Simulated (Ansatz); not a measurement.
# What PtC (model cell, started as CsCl type) distorts into, part 2 of 3

Aim: this structure of PtC (model cell, started as CsCl type) is to be tested for unstable modes, and one is followed downhill.

Ansatz 0.2.0; DFT PBEsol, scalar-relativistic, plane waves, PAW.

So far, highest frequency on the path or at a solved wavevector (cm⁻¹): step 2 (phonons on a q mesh) 344. Also lowest frequency on the path (cm⁻¹): step 2 -283.

The structure was built from a prototype and need not be the compound's stable phase.

### 5. Energy along the mode, all amplitudes (two of the runs are shown above)

An imaginary frequency means negative curvature, so the energy should fall and then rise again as anharmonic terms take over.

Numbers from this step:

* depth at the lowest point sampled: 38.78 meV/atom
* largest atomic shift at that point: 0.32 Å

Energy from the parent against largest atomic shift:

| largest atomic shift (Å) | energy from the parent (meV/atom) |
| --- | --- |
| 0.000 | 0 |
| 0.040 | -1.39 |
| 0.080 | -5.40 |
| 0.140 | -15.0 |
| 0.220 | -30.1 |
| 0.320 | -38.8 |
| 0.450 | 4.31 |

Displacement at unit largest shift by atom:

| atom | x (Å) | y (Å) | z (Å) | size |
| --- | --- | --- | --- | --- |
| Pt1 | 0.036 | -0.036 | -0.036 | 0.062 |
| C2 | -0.577 | 0.577 | 0.577 | 0.999 |

The lowest of the steps tried is at 0.32 Å, 38.8 meV/atom below the parent; the bottom of the well need not coincide with a step.

### 6. Relaxing from the distorted cell

Starting from the lowest point found, all atoms and the cell are let go, so that strain and other modes of the same symmetry can join in.

Contents of input.yaml:

```yaml
crystal:
  lattice:
    - [2.7712460625, 0.0, 0.0]
    - [0.0, 2.7712460625, 0.0]
    - [0.0, 0.0, 2.7712460625]
  atoms:
    - { symbol: Pt, position: [0.0041046088, -0.0041046088, -0.0041046088] }
    - { symbol: C, position: [0.4333324858, 0.5666675142, 0.5666675142] }
kpoints:
  mp_grid: { grid: [16, 16, 16] }
hamiltonian:
  xc: pbesol
scf:
  occupations: { method: methfessel_paxton, width: 0.15 }
output:
  forces: true
  stress: true
  eigenvalues: true
relax:
  adjacent_minimum: "off"
  f_tol: 0.002
  max_steps: 120
  cell: { stress_tol: 0.03 }
```

Started as:

```bash
ansatz run input.yaml --threads 4 --pin off --max-ram 7168MiB --backend cpu --events-out ev --progress --plain --runs-dir out
```

Numbers of over 12 decimals in the logs are rounded to 6 here.

Log:

```text
[...]
Crystal: 2 atoms, lattice volume = 21.283 Å³
Basis set: ecut = 420 eV, 437 PW (Γ), exchange–correlation on 40×40×40 points (8 copies of the dense FFT grid, shifted against one another)
Bands: 15, of which v1, the nominal top of the filled ones, is band 11 counted from 1 (10 counted from 0)
Symmetry: 6 space group operations
[...]
k-points: 417 of 4096 (time reversal used)
[...]
SCF iter   1: F=—  HF=-12626.735048 eV  |F-HF|=—  |Δ(HF+E_count)|=         —  Δρ=9.54e-3  dr2=1.08e-2  ethr=1.77e-3  ⟨swp⟩=4.9  Hψ=28272  notcnv=0
[...]
SCF iter   6: F=-12626.733377 eV  HF=-12626.733377 eV  |F-HF|=2.24e-9  |Δ(HF+E_count)|=   9.27e-8  S|Δr|=    0.00e0  Δρ=8.54e-6  dr2=6.93e-9  ethr=4.55e-10  ⟨swp⟩=5.0  Hψ=27341  notcnv=0
SCF 1 converged in 6 iterations: F = -12626.733377 eV  dr2 = 6.93e-9
[...]
relax step   1: F+E_penalty+E_count = -12626.73337660 eV  Δ(F+E_penalty+E_count) = +0.000e0 eV  max|allowed force component| = 3.953e-2 eV/Å  Δτ_max = 0.0000 Å  P = +10.235 GPa  Ω = 21.283 Å³  (6 SCF iters, dr2 threshold 1.00e-7 eV, accepted)
Crystal: 2 atoms, lattice volume = 22.715 Å³
Basis set: ecut = 420 eV, 449 PW (Γ), exchange–correlation on 40×40×40 points (8 copies of the dense FFT grid, shifted against one another)
[...]
SCF iter   5: F=-12626.804803 eV  HF=-12626.804804 eV  |F-HF|=4.79e-8  |Δ(HF+E_count)|=   3.98e-7  S|Δr|=    0.00e0  Δρ=2.63e-5  dr2=9.68e-8  ethr=9.09e-10  ⟨swp⟩=5.4  Hψ=28383  notcnv=0
SCF 2 converged in 5 iterations: F = -12626.804803 eV  dr2 = 9.68e-8
relax step   2: F+E_penalty+E_count = -12626.80480347 eV  Δ(F+E_penalty+E_count) = -7.143e-2 eV  max|allowed force component| = 2.500e-1 eV/Å  Δτ_max = 0.0358 Å  P = -4.049 GPa  Ω = 22.715 Å³  energy of the carried Pulay correction = -2.195e-3 eV  (5 SCF iters, dr2 threshold 2.00e-7 eV, accepted)
Crystal: 2 atoms, lattice volume = 23.304 Å³
Basis set: ecut = 420 eV, 455 PW (Γ), exchange–correlation on 40×40×40 points (8 copies of the dense FFT grid, shifted against one another)
[...]
SCF iter   5: F=-12626.875542 eV  HF=-12626.875542 eV  |F-HF|=2.78e-8  |Δ(HF+E_count)|=   4.47e-8  S|Δr|=    0.00e0  Δρ=2.08e-5  dr2=5.27e-8  ethr=9.09e-10  ⟨swp⟩=5.0  Hψ=27640  notcnv=0
SCF 3 converged in 5 iterations: F = -12626.875542 eV  dr2 = 5.27e-8
relax step   3: F+E_penalty+E_count = -12626.87554245 eV  Δ(F+E_penalty+E_count) = -7.074e-2 eV  max|allowed force component| = 3.538e-1 eV/Å  Δτ_max = 0.0433 Å  P = -6.284 GPa  Ω = 23.304 Å³  energy of the carried Pulay correction = -3.058e-3 eV  (5 SCF iters, dr2 threshold 2.00e-7 eV, accepted)
[... from here on, the SCF cycles and remarks between the steps are left out ...]
relax step   4: F+E_penalty+E_count = -12626.95136672 eV  Δ(F+E_penalty+E_count) = -7.582e-2 eV  max|allowed force component| = 5.114e-1 eV/Å  Δτ_max = 0.0406 Å  P = -7.970 GPa  Ω = 23.848 Å³  energy of the carried Pulay correction = -3.835e-3 eV  (5 SCF iters, dr2 threshold 2.00e-7 eV, accepted)
relax step   5: F+E_penalty+E_count = -12627.05244735 eV  Δ(F+E_penalty+E_count) = -1.011e-1 eV  max|allowed force component| = 7.496e-1 eV/Å  Δτ_max = 0.0419 Å  P = -10.293 GPa  Ω = 24.443 Å³  energy of the carried Pulay correction = -4.662e-3 eV  (5 SCF iters, dr2 threshold 2.00e-7 eV, accepted)
relax step   6: F+E_penalty+E_count = -12627.20201958 eV  Δ(F+E_penalty+E_count) = -1.496e-1 eV  max|allowed force component| = 1.014e0 eV/Å  Δτ_max = 0.0455 Å  P = -13.901 GPa  Ω = 25.092 Å³  energy of the carried Pulay correction = -5.542e-3 eV  (5 SCF iters, dr2 threshold 2.00e-7 eV, accepted)
relax step   7: F+E_penalty+E_count = -12627.40396100 eV  Δ(F+E_penalty+E_count) = -2.019e-1 eV  max|allowed force component| = 1.090e0 eV/Å  Δτ_max = 0.0469 Å  P = -16.911 GPa  Ω = 25.576 Å³  energy of the carried Pulay correction = -6.182e-3 eV  (5 SCF iters, dr2 threshold 2.00e-7 eV, accepted)
relax step   8: F+E_penalty+E_count = -12627.62060980 eV  Δ(F+E_penalty+E_count) = -2.166e-1 eV  max|allowed force component| = 7.327e-1 eV/Å  Δτ_max = 0.0487 Å  P = -17.965 GPa  Ω = 25.795 Å³  energy of the carried Pulay correction = -6.467e-3 eV  (5 SCF iters, dr2 threshold 2.00e-7 eV, accepted)
relax step   9: F+E_penalty+E_count = -12627.84044036 eV  Δ(F+E_penalty+E_count) = -2.198e-1 eV  max|allowed force component| = 2.241e-1 eV/Å  Δτ_max = 0.0452 Å  P = +0.526 GPa  Ω = 23.885 Å³  energy of the carried Pulay correction = -3.886e-3 eV  (6 SCF iters, dr2 threshold 2.00e-7 eV, accepted)
relax step  10: F+E_penalty+E_count = -12627.83832262 eV  Δ(F+E_penalty+E_count) = +2.118e-3 eV  max|allowed force component| = 2.105e-1 eV/Å  Δτ_max = 0.0136 Å  P = +2.343 GPa  Ω = 23.642 Å³  energy of the carried Pulay correction = -3.542e-3 eV  (5 SCF iters, dr2 threshold 2.00e-7 eV, rejected (line search))
relax step  11: F+E_penalty+E_count = -12627.84331290 eV  Δ(F+E_penalty+E_count) = -2.873e-3 eV  max|allowed force component| = 2.889e-4 eV/Å  Δτ_max = 0.0059 Å  P = -0.033 GPa  Ω = 23.859 Å³  energy of the carried Pulay correction = -3.850e-3 eV  (7 SCF iters, accepted)
relax step  12: F+E_penalty+E_count = -12627.84331246 eV  Δ(F+E_penalty+E_count) = +4.430e-7 eV  max|allowed force component| = 2.007e-3 eV/Å  Δτ_max = 0.0002 Å  P = +0.010 GPa  Ω = 23.859 Å³  energy of the carried Pulay correction = -3.850e-3 eV  (3 SCF iters, dr2 threshold 2.33e-8 eV, rejected (line search))
relax step  13: F+E_penalty+E_count = -12627.84331583 eV  Δ(F+E_penalty+E_count) = -2.928e-6 eV  max|allowed force component| = 3.120e-4 eV/Å  Δτ_max = 0.0001 Å  P = +0.008 GPa  Ω = 23.858 Å³  energy of the carried Pulay correction = -3.848e-3 eV  (5 SCF iters, accepted)
relax step  14: F+E_penalty+E_count = -12628.19712649 eV  Δ(F+E_penalty+E_count) = -3.538e-1 eV  max|allowed force component| = 1.217e-1 eV/Å  Δτ_max = 0.0000 Å  P = +14.983 GPa  Ω = 23.858 Å³  stress off target by 4.13e1 GPa  SCF on the basis re-selected at this cell (its energy is not comparable with the rows above)  (8 SCF iters)
relax step  15: F+E_penalty+E_count = -12628.24742223 eV  Δ(F+E_penalty+E_count) = -5.030e-2 eV  max|allowed force component| = 4.885e-3 eV/Å  Δτ_max = 0.0013 Å  P = +11.927 GPa  Ω = 24.082 Å³  energy of the carried Pulay correction = -3.713e-4 eV  (5 SCF iters, dr2 threshold 2.00e-7 eV, accepted)
relax step  16: F+E_penalty+E_count = -12628.31336808 eV  Δ(F+E_penalty+E_count) = -6.595e-2 eV  max|allowed force component| = 6.693e-2 eV/Å  Δτ_max = 0.0052 Å  P = +9.425 GPa  Ω = 24.307 Å³  energy of the carried Pulay correction = -7.356e-4 eV  (4 SCF iters, dr2 threshold 2.00e-7 eV, accepted)
relax step  17: F+E_penalty+E_count = -12628.40520616 eV  Δ(F+E_penalty+E_count) = -9.184e-2 eV  max|allowed force component| = 5.273e-2 eV/Å  Δτ_max = 0.0108 Å  P = +7.463 GPa  Ω = 24.533 Å³  energy of the carried Pulay correction = -1.093e-3 eV  (5 SCF iters, dr2 threshold 2.00e-7 eV, accepted)
relax step  18: F+E_penalty+E_count = -12628.52102480 eV  Δ(F+E_penalty+E_count) = -1.158e-1 eV  max|allowed force component| = 1.275e-2 eV/Å  Δτ_max = 0.0164 Å  P = +5.663 GPa  Ω = 24.771 Å³  energy of the carried Pulay correction = -1.458e-3 eV  (5 SCF iters, dr2 threshold 2.00e-7 eV, accepted)
relax step  19: F+E_penalty+E_count = -12628.61970565 eV  Δ(F+E_penalty+E_count) = -9.868e-2 eV  max|allowed force component| = 8.709e-2 eV/Å  Δτ_max = 0.0178 Å  P = +3.974 GPa  Ω = 24.986 Å³  energy of the carried Pulay correction = -1.776e-3 eV  (5 SCF iters, dr2 threshold 2.00e-7 eV, accepted)
relax step  20: F+E_penalty+E_count = -12628.68131163 eV  Δ(F+E_penalty+E_count) = -6.161e-2 eV  max|allowed force component| = 2.530e-2 eV/Å  Δτ_max = 0.0127 Å  P = +1.834 GPa  Ω = 25.173 Å³  energy of the carried Pulay correction = -2.044e-3 eV  (5 SCF iters, dr2 threshold 2.00e-7 eV, accepted)
relax step  21: F+E_penalty+E_count = -12628.70605387 eV  Δ(F+E_penalty+E_count) = -2.474e-2 eV  max|allowed force component| = 7.069e-4 eV/Å  Δτ_max = 0.0118 Å  P = -0.609 GPa  Ω = 25.340 Å³  energy of the carried Pulay correction = -2.278e-3 eV  (5 SCF iters, dr2 threshold 2.00e-7 eV, accepted)
relax step  22: F+E_penalty+E_count = -12628.70756675 eV  Δ(F+E_penalty+E_count) = -1.513e-3 eV  max|allowed force component| = 5.971e-3 eV/Å  Δτ_max = 0.0032 Å  P = -0.424 GPa  Ω = 25.290 Å³  energy of the carried Pulay correction = -2.190e-3 eV  (4 SCF iters, dr2 threshold 2.00e-7 eV, accepted)
relax step  23: F+E_penalty+E_count = -12628.70769701 eV  Δ(F+E_penalty+E_count) = -1.303e-4 eV  max|allowed force component| = 6.470e-4 eV/Å  Δτ_max = 0.0000 Å  P = +0.103 GPa  Ω = 25.242 Å³  energy of the carried Pulay correction = -2.113e-3 eV  (4 SCF iters, dr2 threshold 2.00e-7 eV, accepted)
relax step  24: F+E_penalty+E_count = -12628.70768545 eV  Δ(F+E_penalty+E_count) = +1.156e-5 eV  max|allowed force component| = 3.641e-4 eV/Å  Δτ_max = 0.0000 Å  P = -0.004 GPa  Ω = 25.251 Å³  energy of the carried Pulay correction = -2.128e-3 eV  (3 SCF iters, dr2 threshold 5.06e-8 eV, accepted)
relax step  25: F+E_penalty+E_count = -12628.74395970 eV  Δ(F+E_penalty+E_count) = -3.627e-2 eV  max|allowed force component| = 1.596e-2 eV/Å  Δτ_max = 0.0000 Å  P = +1.794 GPa  Ω = 25.251 Å³  stress off target by 5.09e0 GPa  SCF on the basis re-selected at this cell (its energy is not comparable with the rows above)  (7 SCF iters)
relax step  26: F+E_penalty+E_count = -12628.75377656 eV  Δ(F+E_penalty+E_count) = -9.817e-3 eV  max|allowed force component| = 1.867e-2 eV/Å  Δτ_max = 0.0068 Å  P = +0.880 GPa  Ω = 25.344 Å³  energy of the carried Pulay correction = -1.424e-4 eV  (5 SCF iters, dr2 threshold 2.00e-7 eV, accepted)
relax step  27: F+E_penalty+E_count = -12628.75501589 eV  Δ(F+E_penalty+E_count) = -1.239e-3 eV  max|allowed force component| = 1.147e-3 eV/Å  Δτ_max = 0.0020 Å  P = -0.006 GPa  Ω = 25.434 Å³  energy of the carried Pulay correction = -2.872e-4 eV  (4 SCF iters, dr2 threshold 2.00e-7 eV, accepted)
relax step  28: F+E_penalty+E_count = -12628.75502301 eV  Δ(F+E_penalty+E_count) = -7.125e-6 eV  max|allowed force component| = 7.687e-5 eV/Å  Δτ_max = 0.0001 Å  P = +0.002 GPa  Ω = 25.434 Å³  energy of the carried Pulay correction = -2.857e-4 eV  (4 SCF iters, dr2 threshold 1.25e-8 eV, accepted)
relax step  29: F+E_penalty+E_count = -12628.75556646 eV  Δ(F+E_penalty+E_count) = -5.435e-4 eV  max|allowed force component| = 2.263e-4 eV/Å  Δτ_max = 0.0000 Å  P = +0.011 GPa  Ω = 25.434 Å³  stress off target by 9.70e-2 GPa  SCF on the basis re-selected at this cell (its energy is not comparable with the rows above)  (5 SCF iters)
relax step  30: F+E_penalty+E_count = -12628.75557460 eV  Δ(F+E_penalty+E_count) = -8.141e-6 eV  max|allowed force component| = 2.622e-4 eV/Å  Δτ_max = 0.0002 Å  P = +0.006 GPa  Ω = 25.434 Å³  energy of the carried Pulay correction = -8.192e-7 eV  (3 SCF iters, dr2 threshold 2.35e-8 eV, accepted)
[...]
SCF iter   4: F=-12628.755570 eV  HF=-12628.755570 eV  |F-HF|=7.28e-12  |Δ(HF+E_count)|=  3.44e-10  S|Δr|=    0.00e0  Δρ=1.47e-7  dr2=2.53e-12  ethr=1.00e-12  ⟨swp⟩=4.0  Hψ=29959  notcnv=0
SCF 31 converged in 4 iterations: F = -12628.755570 eV  dr2 = 2.53e-12
relax step  31: F+E_penalty+E_count = -12628.75557020 eV  Δ(F+E_penalty+E_count) = +4.402e-6 eV  max|allowed force component| = 2.592e-4 eV/Å  Δτ_max = 0.0000 Å  P = +0.006 GPa  Ω = 25.434 Å³  stress off target by 7.33e-3 GPa  SCF on the basis re-selected at this cell (its energy is not comparable with the rows above)  (4 SCF iters)
basis re-selected at this cell: Δ(F+E_penalty+E_count) = +4.402e-6 eV, ΔP = +0.000 GPa vs the last step (what re-selecting the basis moved, of the pressure what is left beyond the Pulay correction that the steps carried, after the strain that the cell walked since its last selection, with what the two solves' SCF thresholds leave and, on support functions, any second-order correction that the steps lacked; it is no m [...]
SCF converged after 4 iterations
[...]
Free energy (F): -12628.755570 eV
[...]
Internal energy: -12628.756054 eV  (E = F + TS)
E sigma→0 (E₀):  -12628.755691 eV
Entropy (-TS):   0.000483 eV (0.242 meV/atom)
Fermi energy:    16.894112 eV
[...]
--- Forces (eV/Å), atoms counted from 1 ---
  atom   1  Pt     0.00025892    -0.00025892    -0.00025892
  atom   2  C     -0.00025949     0.00025949     0.00025949
  max |Σ_I F_I| component: 5.74e-7 eV/Å
--- Stress (GPa, compression-positive) ---
        0.006041      -0.000645      -0.000645
       -0.000645       0.006041       0.000645
       -0.000645       0.000645       0.006041
  P = ⅓ Tr σ = 0.0060 GPa (0.060 kbar)
--- Band table (eV; the first three rows and the last of 417) ---
  k-point 0: bands = [... 7 lower, 9.3084, 12.8433, 12.8433, 19.7011, 21.6488, 21.6491, 21.6491, 29.2632]
  k-point 1: bands = [... 7 lower, 9.3417, 12.8273, 12.8273, 19.8269, 21.4726, 21.6029, 21.6032, 28.7058]
  k-point 2: bands = [... 7 lower, 9.4344, 12.7921, 12.7921, 20.0432, 21.0880, 21.4529, 21.4530, 27.5806]
  k-point 416: bands = [... 7 lower, 10.1265, 13.3253, 13.3253, 14.2949, 19.2813, 19.2813, 22.6625, 26.6487]
--- Relaxed structure (27 steps of the walk, 25 accepted, 4 SCFs on fresh bases) ---
  F+E_penalty+E_count = -12628.75557020 eV   max|allowed force component| = 2.592e-4 eV/Å   (the final SCF, on the basis selected at the relaxed cell)
  cell:  # Å, volume = 25.4341 Å³
    - [3.112175, -0.777988, -0.777988]
    - [-0.777988, 3.112175, 0.777988]
    - [-0.777988, 0.777988, 3.112175]
  atoms:
    - { symbol: Pt, position: [0.093715, -0.093715, -0.093715] }
    - { symbol: C, position: [0.343723, 0.656277, 0.656277] }
```

It took 88 s on 4 threads of Arm Neoverse V2, shared host; peak memory 0.49 GiB; 5.7 min of CPU time.

Relaxation path (22 of 31):

| step | energy less that of the first step (eV) | largest force component (eV/Å) | pressure (GPa) | volume (Å³) |
| --- | --- | --- | --- | --- |
| 1 | 0.0000 | 0.0395 | 10.24 | 21.28 |
| 2 | -0.0714 | 0.2500 | -4.05 | 22.71 |
| 4 | -0.2180 | 0.5114 | -7.97 | 23.85 |
| 5 | -0.3191 | 0.7496 | -10.29 | 24.44 |
| 7 | -0.6706 | 1.0904 | -16.91 | 25.58 |
| 8 | -0.8872 | 0.7327 | -17.97 | 25.79 |
| 10 | -1.1049 | 0.2105 | 2.34 | 23.64 |
| 11 | -1.1099 | 0.0003 | -0.03 | 23.86 |
| 12 | -1.1099 | 0.0020 | 0.01 | 23.86 |
| 14* | -1.4637 | 0.1217 | 14.98 | 23.86 |
| 15 | -1.5140 | 0.0049 | 11.93 | 24.08 |
| 17 | -1.6718 | 0.0527 | 7.46 | 24.53 |
| 18 | -1.7876 | 0.0128 | 5.66 | 24.77 |
| 20 | -1.9479 | 0.0253 | 1.83 | 25.17 |
| 21 | -1.9727 | 0.0007 | -0.61 | 25.34 |
| 22 | -1.9742 | 0.0060 | -0.42 | 25.29 |
| 24 | -1.9743 | 0.0004 | 0.00 | 25.25 |
| 25* | -2.0106 | 0.0160 | 1.79 | 25.25 |
| 27 | -2.0216 | 0.0011 | -0.01 | 25.43 |
| 28 | -2.0216 | 0.0001 | 0.00 | 25.43 |
| 30 | -2.0222 | 0.0003 | 0.01 | 25.43 |
| 31* | -2.0222 | 0.0003 | 0.01 | 25.43 |

Relaxation steps marked * repeat the geometry before them on a plane-wave basis chosen anew for their cell, so energy and pressure can jump there. Other such steps can lie between the rows shown. Relaxation steps 10, 12 were tried and not accepted.

Forces are held to the 6 operations that the run works with; a distortion that breaks them can't arise in this run.

| cell as run | before | after | change |
| --- | --- | --- | --- |
| a (Å) | 2.771 | 3.301 | +19.1 % |
| b (Å) | 2.771 | 3.301 | +19.1 % |
| c (Å) | 2.771 | 3.301 | +19.1 % |
| α (°) | 90.00 | 60.00 | -33.3 % |
| β (°) | 90.00 | 120.00 | +33.3 % |
| γ (°) | 90.00 | 120.00 | +33.3 % |
| volume (Å³/atom) | 10.64 | 12.72 | +19.5 % |

The atoms that moved most (Å, as changes of fractional coordinates times the final cell):

| atom | dx | dy | dz | length |
| --- | --- | --- | --- | --- |
| Pt1 | 0.418 | -0.418 | -0.418 | 0.725 |
| C2 | -0.418 | 0.418 | 0.418 | 0.725 |

The relaxed structure:

```
Pt C
1.0
     3.11218   -0.77799   -0.77799
    -0.77799    3.11218    0.77799
    -0.77799    0.77799    3.11218
Pt C
1 1
Direct
  0.09371 0.90629 0.90629
  0.34372 0.65628 0.65628
```

Numbers from this step:

```
pressure        : 0.006041 GPa
volume per atom : 12.72 Å³
```

The distorted start has space group R3m; the relaxation ends in F-43m.

(Continued in part 3 of 3.)

[Logs are printed without paths, hosts, clocks, repeated set-up lines and the standing remarks that a program may print on its own settings, such as how far it seeks lower states.]

[Hosts, paths, dates, database ids (printed as entryN), source tags and the programs' standing remarks are cut or masked in the printed files.]
